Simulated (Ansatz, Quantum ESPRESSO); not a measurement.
# TaSi3 (Fm-3m): zone-centre phonons, part 2 of 3

Aim: the zone-centre modes of TaSi3 (Fm-3m).

Quantum ESPRESSO 7.5; DFT PBEsol, scalar-relativistic, plane waves, GBRV ultrasoft pseudopotentials.

So far. Step 2 (A first look): No gap opens on this mesh, so smearing is kept; the start stands at -3.0 GPa. Step 4 (Self-consistent run for the response): The cell stands at -0.028 GPa, close enough for phonons. The relaxed cell has a = 6.184 Å (conventional setting).

The structure was built from a prototype and need not be the compound's stable phase.

## (5) Linear response at Γ

At q = 0 one unit cell holds all displacements; symmetry groups them into irreducible representations that are solved one by one. With smeared occupations no response to a homogeneous field can be asked.

Input file ph.in:

```
phonons
&INPUTPH
  prefix       = 'x'
  outdir       = './tmp'
  fildyn       = 'g.dyn'
  tr2_ph       = 1.0d-18
  alpha_mix(1) = 0.4
  nmix_ph      = 8
/
0.000000000000 0.000000000000 0.000000000000
```

Started as:

```sh
OMP_NUM_THREADS=1 mpirun -n 4 ph.x -nk 4 -in ph.in > ph.out
```

The log of the run:

```text
[banners, grids, parts of the stress and lines that vanish by symmetry left out]
[banner, memory and clock lines left out]
Program PHONON v.7.5

     ./tmp/x.save/

     IMPORTANT: XC functional enforced from input :
     Exchange-correlation= PBESOL
                           (   1   4  10   8   0   0   0)
     Any further DFT definition will be discarded
     Please, verify this is what you really want

     G-vector sticks info

     negative rho (up, down):  9.723E-02 0.000E+00
     Reading collected, re-writing distributed wavefunctions in ./tmp/

     Number and degeneracy of irreps per q-point
       N         xq(1)         xq(2)         xq(3)   N irreps
       1   0.000000000   0.000000000   0.000000000       4
        3   3   3   3

     Calculation of q =    0.0000000   0.0000000   0.0000000

     phonons

     bravais-lattice index     =            2
     lattice parameter (alat)  =      11.6864  a.u.
     unit-cell volume          =     399.0096 (a.u.)^3
     number of atoms/cell      =            4
     number of atomic types    =            2
     kinetic-energy cut-off    =      40.0000  Ry
     charge density cut-off    =     240.0000  Ry
     convergence threshold     =      1.0E-18
     beta                      =       0.4000
     number of iterations used =            8
     Exchange-correlation= PBESOL
                           (   1   4  10   8   0   0   0)

     celldm(1)=   11.68641  celldm(2)=    0.00000  celldm(3)=    0.00000
     celldm(4)=    0.00000  celldm(5)=    0.00000  celldm(6)=    0.00000

     crystal axes: (cart. coord. in units of alat)
               a(1) = ( -0.5000  0.0000  0.5000 )
               a(2) = (  0.0000  0.5000  0.5000 )
               a(3) = ( -0.5000  0.5000  0.0000 )

     reciprocal axes: (cart. coord. in units 2 pi/alat)
               b(1) = ( -1.0000 -1.0000  1.0000 )
               b(2) = (  1.0000  1.0000  1.0000 )
               b(3) = ( -1.0000  1.0000 -1.0000 )

     Atoms inside the unit cell:

     Cartesian axes

     site n.  atom      mass           positions (alat units)
        1  Ta    180.9479   tau(    1) = (    0.00000    0.00000    0.00000  )
        2  Si     28.0850   tau(    2) = (   -0.50000    0.50000    0.50000  )
        3  Si     28.0850   tau(    3) = (   -0.75000    0.75000    0.75000  )
        4  Si     28.0850   tau(    4) = (   -0.25000    0.25000    0.25000  )

     Computing dynamical matrix for
                    q = (   0.0000000   0.0000000   0.0000000 )

     49 Sym.Ops. (with q -> -q+G )

     G cutoff =  830.2593  (  25101 G-vectors)     FFT grid: ( 45, 45, 45)
     G cutoff =  553.5062  (  13635 G-vectors)  smooth grid: ( 36, 36, 36)

     number of k points=    29  Marzari-Vanderbilt smearing, width (Ry)=  0.0200
                       cart. coord. in units 2pi/alat
        k(    1) = (   0.0000000   0.0000000   0.0000000), wk =   0.0039062
        k(    2) = (  -0.1250000   0.1250000  -0.1250000), wk =   0.0312500
        k(    3) = (  -0.2500000   0.2500000  -0.2500000), wk =   0.0312500
        [... further k-points left out ...]

     PseudoPot. # 1 for Ta read from file:
     ./pseudo/Ta.upf
     Pseudo is Ultrasoft + core correction, Zval = 13.0
     Using radial grid of  921 points,  7 beta functions with:
                l(1) =   0
                l(2) =   0
                l(3) =   1
                l(4) =   1
                l(5) =   2
                l(6) =   2
                l(7) =   3
     Q(r) pseudized with  6 coefficients,  rinner =    1.300   1.300   1.300
                                                       1.300   1.300   1.300
                                                       1.300

     PseudoPot. # 2 for Si read from file:
     ./pseudo/Si.upf
     Pseudo is Ultrasoft + core correction, Zval =  4.0
     Using radial grid of  899 points,  6 beta functions with:
                l(1) =   0
                l(2) =   0
                l(3) =   1
                l(4) =   1
                l(5) =   2
                l(6) =   2
     Q(r) pseudized with  8 coefficients,  rinner =    0.900   0.900   0.900
                                                       0.900   0.900

     Mode symmetry, O_h (m-3m)  point group:

     Atomic displacements:
     There are    4 irreducible representations

     Representation     1      3 modes -  To be done

     Representation     2      3 modes -  To be done

     Representation     3      3 modes -  To be done

     Representation     4      3 modes -  To be done

     Alpha used in Ewald sum =   2.3000

     negative rho (up, down):  9.723E-02 0.000E+00

     Representation #   1 modes #   1   2   3

     Self-consistent Calculation
      iter #   1   av.it.:   6.4
      thresh= 1.000E-02 alpha_mix =  0.400 |ddv_scf|^2 =  7.008E-08
      iter #   2   av.it.:  16.2
      thresh= 2.647E-05 alpha_mix =  0.400 |ddv_scf|^2 =  9.949E-10
      iter #   3   av.it.:  15.6
      thresh= 3.154E-06 alpha_mix =  0.400 |ddv_scf|^2 =  2.932E-10
      iter #   4   av.it.:  16.6
      thresh= 1.712E-06 alpha_mix =  0.400 |ddv_scf|^2 =  9.069E-13
      iter #   5   av.it.:  17.7
      thresh= 9.523E-08 alpha_mix =  0.400 |ddv_scf|^2 =  1.073E-14
      iter #   6   av.it.:  17.0
      thresh= 1.036E-08 alpha_mix =  0.400 |ddv_scf|^2 =  1.887E-15
      iter #   7   av.it.:  17.6
      thresh= 4.344E-09 alpha_mix =  0.400 |ddv_scf|^2 =  1.326E-17
      iter #   8   av.it.:  17.9
      thresh= 3.642E-10 alpha_mix =  0.400 |ddv_scf|^2 =  4.137E-19

     End of self-consistent calculation

     Convergence has been achieved

     Representation #   2 modes #   4   5   6

     Self-consistent Calculation
      iter #   1   av.it.:   5.7
      thresh= 1.000E-02 alpha_mix =  0.400 |ddv_scf|^2 =  1.544E-08
      iter #   2   av.it.:  16.4
      thresh= 1.242E-05 alpha_mix =  0.400 |ddv_scf|^2 =  1.146E-09
      iter #   3   av.it.:  16.4
      thresh= 3.386E-06 alpha_mix =  0.400 |ddv_scf|^2 =  1.873E-10
      iter #   4   av.it.:  16.1
      thresh= 1.369E-06 alpha_mix =  0.400 |ddv_scf|^2 =  6.399E-12
      iter #   5   av.it.:  16.2
      thresh= 2.530E-07 alpha_mix =  0.400 |ddv_scf|^2 =  1.378E-13
      iter #   6   av.it.:  18.0
      thresh= 3.712E-08 alpha_mix =  0.400 |ddv_scf|^2 =  2.100E-15
[...]
End of self-consistent calculation

     Convergence has been achieved

     Representation #   3 modes #   7   8   9

     Self-consistent Calculation
[...]
End of self-consistent calculation

     Convergence has been achieved

     Representation #   4 modes #  10  11  12

     Self-consistent Calculation
[...]
iter #   4   av.it.:  17.1
      thresh= 5.254E-06 alpha_mix =  0.400 |ddv_scf|^2 =  1.338E-10
      iter #   5   av.it.:  17.6
      thresh= 1.157E-06 alpha_mix =  0.400 |ddv_scf|^2 =  4.166E-12
      iter #   6   av.it.:  18.0
      thresh= 2.041E-07 alpha_mix =  0.400 |ddv_scf|^2 =  4.859E-14
      iter #   7   av.it.:  17.5
      thresh= 2.204E-08 alpha_mix =  0.400 |ddv_scf|^2 =  6.263E-15
      iter #   8   av.it.:  17.9
      thresh= 7.914E-09 alpha_mix =  0.400 |ddv_scf|^2 =  2.207E-16
      iter #   9   av.it.:  17.9
      thresh= 1.486E-09 alpha_mix =  0.400 |ddv_scf|^2 =  1.261E-18
      iter #  10   av.it.:  16.6
      thresh= 1.123E-10 alpha_mix =  0.400 |ddv_scf|^2 =  2.285E-19

     End of self-consistent calculation

     Convergence has been achieved

     Number of q in the star =    1
     List of q in the star:
          1   0.000000000   0.000000000   0.000000000

     Diagonalizing the dynamical matrix

     q = (    0.000000000   0.000000000   0.000000000 )

 **************************************************************************
     freq (    1) =      -0.150967 [THz] =      -5.035729 [cm-1]
     freq (    2) =      -0.150967 [THz] =      -5.035729 [cm-1]
     freq (    3) =      -0.150967 [THz] =      -5.035729 [cm-1]
     freq (    4) =       1.494808 [THz] =      49.861438 [cm-1]
     freq (    5) =       1.494808 [THz] =      49.861438 [cm-1]
     freq (    6) =       1.494808 [THz] =      49.861438 [cm-1]
     freq (    7) =       4.583238 [THz] =     152.880361 [cm-1]
     freq (    8) =       4.583238 [THz] =     152.880361 [cm-1]
     freq (    9) =       4.583238 [THz] =     152.880361 [cm-1]
     freq (   10) =       6.085442 [THz] =     202.988510 [cm-1]
     freq (   11) =       6.085442 [THz] =     202.988510 [cm-1]
     freq (   12) =       6.085442 [THz] =     202.988510 [cm-1]
 **************************************************************************

     Mode symmetry, O_h (m-3m)  point group:

     freq (   1-   3) =         -5.0  [cm-1]   --> T_1u G_15  G_4- I
     freq (   4-   6) =         49.9  [cm-1]   --> T_1u G_15  G_4- I
     freq (   7-   9) =        152.9  [cm-1]   --> T_1u G_15  G_4- I
     freq (  10-  12) =        203.0  [cm-1]   --> T_2g G_25' G_5+ R
```

Run time: 4.2 min. Hardware: 4 MPI ranks of Arm Neoverse V2, shared host; 17 min of CPU time.

Read from the output:

| Quantity | Value |
| --- | --- |
| largest acoustic frequency at the zone centre before the sum rule | -5.04 cm⁻¹ |
| highest optical zone-centre mode (no LO-TO term) | 203.0 cm⁻¹ |
| lowest optical zone-centre mode | 49.86 cm⁻¹ |

The acoustic modes at Γ come out as far as 5.0 cm⁻¹ from zero, where they should vanish, a small numerical error.

## (6) Modes with the sum rule

A rigid shift of the crystal must cost nothing, but grids and finite bases break this; the acoustic sum rule is imposed before the matrix is diagonalised again.

Input file dynmat.in:

```
&INPUT
  fildyn = 'g.dyn'
  asr    = 'simple'
  fileig = 'dynmat.eig'
/
```

Started as:

```sh
dynmat.x -in dynmat.in > dynmat.out
```

The log of the run:

```text
[banner, memory and clock lines left out]
Program DYNMAT v.7.5

     Reading Dynamical Matrix from file g.dyn
     ...Force constants read
     ...epsilon and Z* not read (not found on file)
     A direction for q was not specified:TO-LO splitting will be absent

     Polarizability (A^3 units)
     multiply by 1.000000 for Clausius-Mossotti correction
         0.000000    0.000000    0.000000
         0.000000    0.000000    0.000000
         0.000000    0.000000    0.000000

     IR activities are in (D/A)^2/amu units

# mode   [cm-1]    [THz]      IR
    1     -0.00   -0.0000    0.0000
    2     -0.00   -0.0000    0.0000
    3      0.00    0.0000    0.0000
    4     49.93    1.4970    0.0000
    5     49.93    1.4970    0.0000
    6     49.93    1.4970    0.0000
    7    152.90    4.5839    0.0000
    8    152.90    4.5839    0.0000
    9    152.90    4.5839    0.0000
   10    202.99    6.0855    0.0000
   11    202.99    6.0855    0.0000
   12    202.99    6.0855    0.0000

[end of the log left out, with the tail of the file of modes that dynmat.x writes under the same name]
```

It took 0.51 s on 1 thread.

Read from the output:

| Property | Result |
| --- | --- |
| lowest optical zone-centre mode | 49.93 cm⁻¹ |

Unit eigenvectors of the mass-weighted matrix after the sum rule; no LO-TO term. Modes at Γ, with each element's share of the kinetic energy:

```tsv
mode	frequency (cm⁻¹)	symmetry	Ta %	Si %
1	0.0	acoustic	68	32
2	0.0	acoustic	68	32
3	0.0	acoustic	68	32
4	49.9	T1u	15	85
5	49.9	T1u	15	85
6	49.9	T1u	15	85
7	152.9	T1u	17	83
8	152.9	T1u	17	83
9	152.9	T1u	17	83
10	203.0	T2g	0	100
11	203.0	T2g	0	100
12	203.0	T2g	0	100
```

Displacements in mode 4 (49.9 cm⁻¹), the largest set to 1:
```
Ta1 -0.17 -0.05  0.00
Si2  1.00  0.28  0.00
Si3  0.04  0.01  0.00
Si4  0.04  0.01  0.00
```

Displacements in mode 11 (203.0 cm⁻¹), the largest set to 1:
```
Ta1  0.00  0.00  0.00
Si2  0.00  0.00  0.00
Si3  0.00  0.00  1.00
Si4  0.00  0.00 -1.00
```

The rule moves no optical mode by more than 0.1 cm⁻¹.

## (7) Sum rules set otherwise: a sum rule for molecules or wires on a crystal

This rule also removes rotations, which suits wires and not a crystal; it is tried to see the harm.

Input file dynmat.in:

```
&INPUT
  fildyn = 'g.dyn'
  asr    = 'one-dim'
  fileig = 'dynmat.eig'
/
```

Started as:

```sh
dynmat.x -in dynmat.in > dynmat.out
```

The log of the run:

```text
[banner, memory and clock lines left out]
Program DYNMAT v.7.5

     Reading Dynamical Matrix from file g.dyn
     ...Force constants read
     ...epsilon and Z* not read (not found on file)
asr rotation axis in 1D system=    3
     Acoustic Sum Rule: || Z*(ASR) - Z*(orig)|| =    0.000000E+00
     Acoustic Sum Rule: ||dyn(ASR) - dyn(orig)||=    9.113646E-02
     A direction for q was not specified:TO-LO splitting will be absent

     Polarizability (A^3 units)
     multiply by 1.000000 for Clausius-Mossotti correction
         0.000000    0.000000    0.000000
         0.000000    0.000000    0.000000
         0.000000    0.000000    0.000000

     IR activities are in (D/A)^2/amu units

# mode   [cm-1]    [THz]      IR
    1     -0.00   -0.0000    0.0000
    2     -0.00   -0.0000    0.0000
    3     -0.00   -0.0000    0.0000
    4      0.00    0.0000    0.0000
    5     49.61    1.4874    0.0000
    6     49.61    1.4874    0.0000
    7     90.81    2.7224    0.0000
    8    152.79    4.5805    0.0000
    9    152.79    4.5805    0.0000
   10    183.16    5.4909    0.0000
   11    202.99    6.0854    0.0000
   12    202.99    6.0854    0.0000

[end of the log left out, with the tail of the file of modes that dynmat.x writes under the same name]
```

It took 0.5 s on 1 thread.

The run ended normally, but on settings that are not sound.

The fault: a sum rule for molecules or wires on a crystal; 1 optical mode is projected out to zero frequency, as if it were a rotation.

For a crystal the rule has to be 'simple' or 'crystal'.

Zone-centre frequencies as printed; negative means imaginary. Modes:

```tsv
mode	frequency (cm⁻¹)
1	0
2	0
3	0
4	0
5	49.61
6	49.61
7	90.81
8	152.8
9	152.8
10	183.2
11	203
12	203
```

(Part 2 of 3 ends here.)

[Host names and launcher messages were left out of these logs when they were recorded.]

[Logs are printed without paths, hosts, clocks, repeated set-up lines and the standing remarks that a program may print on its own settings, such as how far it seeks lower states.]

[Hosts, paths, dates, database ids (printed as entryN), source tags and the programs' standing remarks are cut or masked in the printed files.]
